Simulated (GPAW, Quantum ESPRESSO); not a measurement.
The O K edge of atom 2 in CdH2O2 (P-3m1), with 1 H at 0.97 Å and 3 Cd at 2.32 Å (distorted tetrahedral, site symmetry 3m), was computed in 2 ways: full core hole (charged cell) and no core hole. Program and functional: Quantum ESPRESSO XSpectra, LDA, Lorentzian half width 0.3 eV up to 4 eV, rising linearly to 2.5 eV at 25 eV; cells of 5 and 15 atoms (the run without a hole in the smaller).

Each run is counted from its own lowest empty level or Fermi level and scaled to a mean of 1 over its first 20 eV. (XSpectra's own axis starts at xe0, in the gap; it has been shifted.)

| E (eV) | run 1 | run 2 |
| --- | --- | --- |
| -2.0 | 0.03 | 0.03 |
| -1.4 | 0.04 | 0.03 |
| -0.8 | 0.04 | 0.04 |
| -0.2 | 0.06 | 0.05 |
| 0.4 | 0.09 | 0.08 |
| 1.0 | 0.15 | 0.18 |
| 1.6 | 0.30 | 0.23 |
| 2.2 | 0.42 | 0.46 |
| 2.8 | 0.83 | 0.63 |
| 3.4 | 1.36 | 0.84 |
| 4.0 | 2.15 | 1.34 |
| 4.6 | 2.54 | 1.53 |
| 5.2 | 2.06 | 1.53 |
| 5.8 | 1.85 | 1.44 |
| 6.4 | 1.83 | 1.52 |
| 7.0 | 1.70 | 1.97 |
| 7.6 | 1.50 | 1.95 |
| 8.2 | 1.24 | 1.68 |
| 8.8 | 1.09 | 1.46 |
| 9.4 | 1.05 | 1.42 |
| 10.0 | 1.01 | 1.47 |
| 10.6 | 0.94 | 1.43 |
| 11.2 | 0.86 | 1.28 |
| 11.8 | 0.77 | 1.09 |
| 12.4 | 0.70 | 0.93 |
| 13.0 | 0.67 | 0.84 |
| 13.6 | 0.64 | 0.78 |
| 14.2 | 0.61 | 0.70 |
| 14.8 | 0.60 | 0.65 |
| 15.4 | 0.61 | 0.64 |
| 16.0 | 0.64 | 0.64 |
| 16.6 | 0.69 | 0.66 |
| 17.2 | 0.73 | 0.69 |
| 17.8 | 0.77 | 0.72 |
| 18.4 | 0.81 | 0.75 |
| 19.0 | 0.85 | 0.80 |
| 19.6 | 0.89 | 0.84 |
| 20.2 | 0.92 | 0.88 |
| 20.8 | 0.94 | 0.92 |
| 21.4 | 0.95 | 0.95 |
| 22.0 | 0.95 | 0.96 |
| 22.6 | 0.93 | 0.96 |
| 23.2 | 0.90 | 0.95 |
| 23.8 | 0.87 | 0.92 |
| 24.4 | 0.83 | 0.89 |
| 25.0 | 0.80 | 0.87 |
| 25.6 | 0.78 | 0.85 |
| 26.2 | 0.75 | 0.82 |
| 26.8 | 0.73 | 0.79 |
| 27.4 | 0.71 | 0.76 |
| 28.0 | 0.69 | 0.73 |
| 28.6 | 0.68 | 0.72 |
| 29.2 | 0.67 | 0.71 |
| 29.8 | 0.67 | 0.70 |
| 30.4 | 0.67 | 0.70 |
| 31.0 | 0.67 | 0.70 |
| 31.6 | 0.67 | 0.70 |

Question: Which run is which?

Run 1: full core hole (charged cell) (area from −2 to 6 eV 7.0, main maxima 4.5 eV (2.56) and 21.6 eV (0.95)). Run 2: no core hole (area from −2 to 6 eV 4.9, main maxima 4.8 eV (1.62), 7.3 eV (2.04), 10.1 eV (1.47) and 22.2 eV (0.97)). With each curve scaled to its own mean, the area from −2 to 6 eV with the hole is 7.0 against 4.9, and the centre of weight from −1 to 20 eV moves by -0.6 eV: the hole pulls the absorber's empty states down.

[Hosts, paths, dates, database ids (printed as entryN), source tags and the programs' standing remarks are cut or masked in the printed files.]

[Lists of maxima count a maximum above −3 eV only where it reaches 4 % of the highest in the window and stands out from its surroundings by 2 % of it (1.5 % where it reaches 55 %); shoulders and weaker maxima are passed over, and of the rest the first, up to two pre-edge ones and the few strongest are named.]
